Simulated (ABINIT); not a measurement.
# InH (P6_3/mmc): zone-centre phonons

Aim: the zone-centre modes of InH (P6_3/mmc).

Main program and level: ABINIT 10.8.3; DFT LDA, scalar-relativistic, plane waves, HGH norm-conserving pseudopotentials.

Most raw output is cut from this account.

The structure was built from a prototype and need not be the compound's stable phase.

### 1. The starting structure

Symmetry: P6_3/mmc, No. 194, hexagonal system. The conventional cell has a = 4.302 Å, b = 4.302 Å, c = 6.210 Å, α = 90.00°, β = 90.00°, γ = 120.00°. In has 3 H at 2.48 Å nearest. Nearest to H lie 3 In at 2.48 Å. Farther neighbours are not listed.

As a file:

```xyz
4
Lattice="4.3024 0.0000 0.0000 -2.1512 3.7260 0.0000 0.0000 0.0000 6.2100" Properties=species:S:1:pos:R:3 pbc="T T T"
In    0.0000    2.4840    1.5525
In    2.1512    1.2420    4.6575
H     2.1512    1.2420    1.5525
H     0.0000    2.4840    4.6575
```

### 2. A probe with smearing

A first run with smearing and empty bands tells whether the crystal has a gap, which decides between fixed occupations and smearing later on.

File probe.abi:

```
# ground state
tolvrs 1.0d-08
prtden 1
prtwf 1

# basis, mesh and filling
ecut 43.0
ecutsm 3.0
ixc 7
ngkpt 6 6 4
nshiftk 1
shiftk 0.0 0.0 0.0
istwfk *1
occopt 7
tsmear 0.005
nband 9
nstep 100
diemac 9.0
prtebands 0
prtgsr 0
useylm 1

# cell and atoms
acell 3*1.0 Angstrom
rprim 
    4.302412103 2.8868e-06 0.0
    -2.151208551 3.725996735 0.0
    0.0 0.0 6.21
ntypat 2
znucl 49 1
natom 4
typat 1 1 2 2
xred 
    1/3 2/3 0.25
    2/3 1/3 0.75
    2/3 1/3 0.25
    1/3 2/3 0.75
pp_dirpath "./pseudo"
pseudos "In.hgh, H.hgh"
```

The run is started by

```bash
> OMP_NUM_THREADS=1 mpirun -n 4 abinit probe.abi > probe.log
```

The job ended after 11 s (4 MPI ranks of Arm Neoverse V1, shared host).

This step gave:

```yaml
volume_per_atom: 24.89 Å³
pressure: -5.846 GPa
gap_on_the_k_mesh: 0 eV
```

No gap opens on this mesh, so smearing is kept.

### 3. Rough relaxation

The typed start is rough, so a first relaxation with smearing and loose thresholds takes it towards rest cheaply.

File prerelax.abi:

```
# relaxation
ionmov 2
optcell 2
dilatmx 1.15
chkdilatmx 0
ntime 40
tolmxf 3.0d-04
tolvrs 1.0d-10
prtwf 0
prtden 0
chksymtnons 0

# basis, mesh and filling
ecut 34.4
ecutsm 3.0
ixc 7
ngkpt 6 6 4
nshiftk 1
shiftk 0.0 0.0 0.0
istwfk *1
occopt 7
tsmear 0.005
nband 9
nstep 100
diemac 1000000.0
prtebands 0
prtgsr 0
useylm 1

# cell and atoms
acell 3*1.0 Angstrom
rprim 
    4.302412103 2.8868e-06 0.0
    -2.151208551 3.725996735 0.0
    0.0 0.0 6.21
ntypat 2
znucl 49 1
natom 4
typat 1 1 2 2
xred 
    1/3 2/3 0.25
    2/3 1/3 0.75
    2/3 1/3 0.25
    1/3 2/3 0.75
pp_dirpath "./pseudo"
pseudos "In.hgh, H.hgh"
```

The run is started by

```bash
> OMP_NUM_THREADS=1 mpirun -n 4 abinit prerelax.abi > prerelax.log
```

Run time: 3.2 min. Hardware: 4 MPI ranks.

Step by step:

```
step  energy less that of the first step (eV)  largest force (eV/Å)  volume (Å³)
   1                                   0.0000                0.0000        99.55
   2                                  -0.0660                0.0000        97.78
   3                                  29.6840                0.0000        18.86
   4                                  -0.2760                0.0000        92.12
   5                                  -0.4589                0.0000        87.23
   6                                  54.2845                0.0000        14.58
   7                                  -0.5787                0.0000        84.05
   8                                  -0.6866                0.0000        81.15
   9                                   2.0319                0.0000        37.43
  10                                  -0.9958                0.0000        72.29
  11                                  -1.1365                0.0000        66.84
  12                                  -1.1785                0.0000        60.03
  13                                  -1.1885                0.0000        62.02
  14                                  -1.1900                0.0000        61.94
  15                                  -1.2028                0.0000        60.97
  16                                  -1.2030                0.0000        61.23
```

```
     cell as run  before  after   change
           a (Å)   4.302  3.661  -14.9 %
           b (Å)   4.302  3.661  -14.9 %
           c (Å)   6.210  5.276  -15.0 %
volume (Å³/atom)   24.89  15.31  -38.5 %
```

Final coordinates:

```cif
data_structure
_symmetry_space_group_name_H-M 'P 1'
_symmetry_Int_Tables_number 1
_cell_length_a 3.6608
_cell_length_b 3.6608
_cell_length_c 5.2762
_cell_angle_alpha 90.000
_cell_angle_beta 90.000
_cell_angle_gamma 120.000
_cell_volume 61.23
loop_
_atom_site_label
_atom_site_type_symbol
_atom_site_fract_x
_atom_site_fract_y
_atom_site_fract_z
_atom_site_occupancy
In1 In 0.33333 0.66667 0.25000 1
In2 In 0.66667 0.33333 0.75000 1
H3 H 0.66667 0.33333 0.25000 1
H4 H 0.33333 0.66667 0.75000 1
```

This step gave:

* volume per atom: 15.31 Å³
* pressure: -0.001912 GPa

The volume changes by -38.5 % in this run and stands -38.5 % from the first cell.

### 4. Rough relaxation

The cell changed much, so the rough relaxation is repeated on a basis made for the new cell.

Edit prerelax.abi of step 3 so:

```diff
@@ -32,5 +32,5 @@
 rprim 
-    4.302412103 2.8868e-06 0.0
-    -2.151208551 3.725996735 0.0
-    0.0 0.0 6.21
+    3.660772773 2.456e-06 0.0
+    -1.830388513 3.17032099 0.0
+    0.0 0.0 5.27618956
 ntypat 2
```

It took 9.3 s on 4 MPI ranks; 37 s of CPU time.

Little changed from the start: no atom moved by 0.005 Å and no cell edge by 0.1 %.

Numbers from this step:

```yaml
pressure: -0.001910 GPa
```

The volume changes by +0.0 % in this run and stands -38.5 % from the first cell.

### 5. Relaxing the cell and atoms

The harmonic expansion needs vanishing forces, and a free crystal bears no stress, so cell and atoms are brought to rest. Stress is more sensitive to the basis than forces are: the last 3 Ha under the cutoff are smoothed with ecutsm.

File relax.abi:

```
# relaxation
ionmov 2
optcell 2
dilatmx 1.08
ntime 40
tolmxf 1.0d-05
tolvrs 1.0d-14
prtwf 0
prtden 0
chksymtnons 0

# basis, mesh and filling
ecut 43.0
ecutsm 3.0
ixc 7
ngkpt 9 9 6
nshiftk 1
shiftk 0.0 0.0 0.0
istwfk *1
occopt 7
tsmear 0.01
nband 9
nstep 100
diemac 1000000.0
prtebands 0
prtgsr 0
useylm 1

# cell and atoms
acell 3*1.0 Angstrom
rprim 
    3.660772775 2.4557e-06 0.0
    -1.830388514 3.170320993 0.0
    0.0 0.0 5.276189564
ntypat 2
znucl 49 1
natom 4
typat 1 1 2 2
xred 
    1/3 2/3 0.25
    2/3 1/3 0.75
    2/3 1/3 0.25
    1/3 2/3 0.75
pp_dirpath "./pseudo"
pseudos "In.hgh, H.hgh"
```

The run is started by

```bash
> OMP_NUM_THREADS=1 mpirun -n 4 abinit relax.abi > relax.log
```

The job ended after 2.2 min (4 MPI ranks; 8.9 min of CPU time).

The steps of the relaxation:

| step | energy less that of the first step (eV) | largest force (eV/Å) | volume (Å³) |
| --- | --- | --- | --- |
| 1 | 0.0000 | 0.0000 | 61.23 |
| 2 | -0.0016 | 0.0000 | 61.27 |
| 3 | 0.1658 | 0.0000 | 63.56 |
| 4 | -0.0319 | 0.0000 | 62.15 |
| 5 | -0.0362 | 0.0000 | 62.44 |
| 6 | -0.0364 | 0.0000 | 62.50 |
| 7 | -0.0364 | 0.0000 | 62.49 |
| 8 | -0.0364 | 0.0000 | 62.41 |

| conventional cell, symmetrised | before | after | change |
| --- | --- | --- | --- |
| a (Å) | 3.661 | 3.571 | -2.4 % |
| b (Å) | 3.661 | 3.571 | -2.4 % |
| c (Å) | 5.276 | 5.650 | +7.1 % |
| volume (Å³/atom) | 15.31 | 15.60 | +1.9 % |

The relaxed structure:

```xyz
4
Lattice="3.5714 0.0000 0.0000 -1.7857 3.0929 0.0000 0.0000 0.0000 5.6504" Properties=species:S:1:pos:R:3 pbc="T T T"
In    0.0000    2.0619    1.4126
In    1.7857    1.0310    4.2378
H     1.7857    1.0310    1.4126
H     0.0000    2.0619    4.2378
```

Numbers from this step:

| Quantity | Value |
| --- | --- |
| volume per atom | 15.60 Å³ |
| pressure | 2.15e-5 GPa |

The volume changes by +1.9 % in this run and stands -37.3 % from the first cell.

### 6. Ground state

The response is built on these wavefunctions, so the potential is converged far more tightly than an energy would need. ecutsm is kept as in the relaxation, so that the cell stays at rest. Smearing stays on, as the first look found no gap above 0.3 eV.

File gs.abi:

```
# ground state
tolvrs 1.0d-16
prtden 1
prtwf 1

# basis, mesh and filling
ecut 43.0
ecutsm 3.0
ixc 7
ngkpt 9 9 6
nshiftk 1
shiftk 0.0 0.0 0.0
istwfk *1
occopt 7
tsmear 0.01
nband 9
nstep 100
diemac 1000000.0
prtebands 0
prtgsr 0
useylm 1

# cell and atoms
acell 3*1.0 Angstrom
rprim 
    3.57135711 2.3956e-06 0.0
    -1.785680629 3.092884785 0.0
    0.0 0.0 5.650420113
ntypat 2
znucl 49 1
natom 4
typat 1 1 2 2
xred 
    1/3 2/3 0.25
    2/3 1/3 0.75
    2/3 1/3 0.25
    1/3 2/3 0.75
pp_dirpath "./pseudo"
pseudos "In.hgh, H.hgh"
```

The run is started by

```bash
> OMP_NUM_THREADS=1 mpirun -n 4 abinit gs.abi > gs.log
```

Elapsed: 18 s, on 4 MPI ranks; 71 s of CPU time.

This step gave:

| Item | Value |
| --- | --- |
| pressure | 2.13e-5 GPa |

The cell stands at 2.1e-5 GPa, close enough for phonons.

### 7. Linear response at Γ

At q = 0 one unit cell holds all displacements. The response is solved for single atoms along the cell's directions, and symmetry skips those that follow from others. The crystal is treated as a metal, which screens a static field, so no field response is asked.

File dfpt_gamma.abi:

```

# common to the responses
getwfk_filepath "gso_WFK"
kptopt 2
nqpt 1
qpt 0.0 0.0 0.0
asr 0
chneut 0

# displacements
rfphon 1
rfatpol 1 4
rfdir 1 1 1
tolvrs 1.0d-10
prtwf 0

# basis, mesh and filling
ecut 43.0
ecutsm 3.0
ixc 7
ngkpt 9 9 6
nshiftk 1
shiftk 0.0 0.0 0.0
istwfk *1
occopt 7
tsmear 0.01
nband 9
nstep 100
diemac 1000000.0
prtebands 0
prtgsr 0
useylm 1

# cell and atoms
acell 3*1.0 Angstrom
rprim 
    3.57135711 2.3956e-06 0.0
    -1.785680629 3.092884785 0.0
    0.0 0.0 5.650420113
ntypat 2
znucl 49 1
natom 4
typat 1 1 2 2
xred 
    1/3 2/3 0.25
    2/3 1/3 0.75
    2/3 1/3 0.25
    1/3 2/3 0.75
pp_dirpath "./pseudo"
pseudos "In.hgh, H.hgh"
```

The run is started by

```bash
> OMP_NUM_THREADS=1 mpirun -n 4 abinit dfpt_gamma.abi > dfpt_gamma.log
```

Wall time 2.2 min (4 MPI ranks).

Numbers from this step:

* largest acoustic frequency at the zone centre before the sum rule: -0.37 cm⁻¹
* highest optical zone-centre mode (no LO-TO term): 552.6 cm⁻¹
* lowest optical zone-centre mode: -778.8 cm⁻¹

The acoustic modes at Γ come out as far as 0.4 cm⁻¹ from zero, where they should vanish, a small numerical error. The lowest optical mode is imaginary, 779i cm⁻¹, an instability at this level and on this k mesh.

### 8. Zone-centre analysis

anaddb reads the merged derivatives and imposes the acoustic sum rule.

File anaddb.abi:

```
ddb_filepath "gamma_DDB"
output_file "anaddb.abo"
outdata_prefix "anaddb"
asr 1
chneut 1
enunit 2
eivec 1
nph1l 1
qph1l 0.0 0.0 0.0 1.0
```

File mrgddb.in:

```
gamma_DDB
merged
2
dfpt_gammao_DDB
gso_DDB
```

The run is started by

```bash
> mrgddb < mrgddb.in > mrgddb.log
> OMP_NUM_THREADS=1 anaddb anaddb.abi > anaddb.log
```

Run time: 0.51 s. Hardware: 1 thread.

No LO-TO term; unit eigenvectors of the mass-weighted matrix, from anaddb's displacements. The modes at Γ (shares of kinetic energy by element, %) (negative means imaginary):

```csv
mode,frequency (cm⁻¹),In %,H %
1,-778.8,1,99
2,-254.7,1,99
3,-88.3,95,5
4,-88.3,95,5
5,0.0,99,1
6,0.0,99,1
7,0.0,99,1
8,87.1,99,1
9,476.8,5,95
10,476.8,5,95
11,552.6,1,99
12,552.6,1,99
```

Displacements in mode 1 (-778.8 cm⁻¹), the largest set to 1:
```
In1  0.00  0.00  0.01
In2  0.00  0.00 -0.01
H3   0.00  0.00 -1.00
H4   0.00  0.00  1.00
```

Displacements in mode 11 (552.6 cm⁻¹), the largest set to 1:
```
In1  0.01  0.00  0.00
In2  0.01  0.00  0.00
H3  -1.00 -0.53  0.00
H4  -1.00 -0.53  0.00
```

The rule moves no optical mode by more than 0.1 cm⁻¹.

### 9. What came out

* space group after relaxation: P6_3/mmc
* volume per atom: 15.6 Å³
* highest optical zone-centre mode (no LO-TO term): 552.6 cm⁻¹
* lowest optical zone-centre mode: -778.8 cm⁻¹
* imaginary optical modes at the zone centre (no q mesh in this session): yes

At the LDA level the optical modes of InH (P6_3/mmc) at the zone centre run from 779i to 553 cm⁻¹, so the structure is a saddle point, with 4 modes beyond 10i cm⁻¹ there. These are harmonic frequencies at zero temperature: anharmonic shifts and linewidths and thermal expansion are left out. The HGH files keep few electrons and have no core correction, which is cheap but rough for In. In a metal the frequencies hang on the k mesh and the smearing, most of all near Kohn anomalies. The structure is a hypothetical one, built on a prototype.

[Host names and launcher messages were left out of these logs when they were recorded.]

[Logs are printed without paths, hosts, clocks, repeated set-up lines and the standing remarks that a program may print on its own settings, such as how far it seeks lower states.]

[Hosts, paths, dates, database ids (printed as entryN), source tags and the programs' standing remarks are cut or masked in the printed files.]
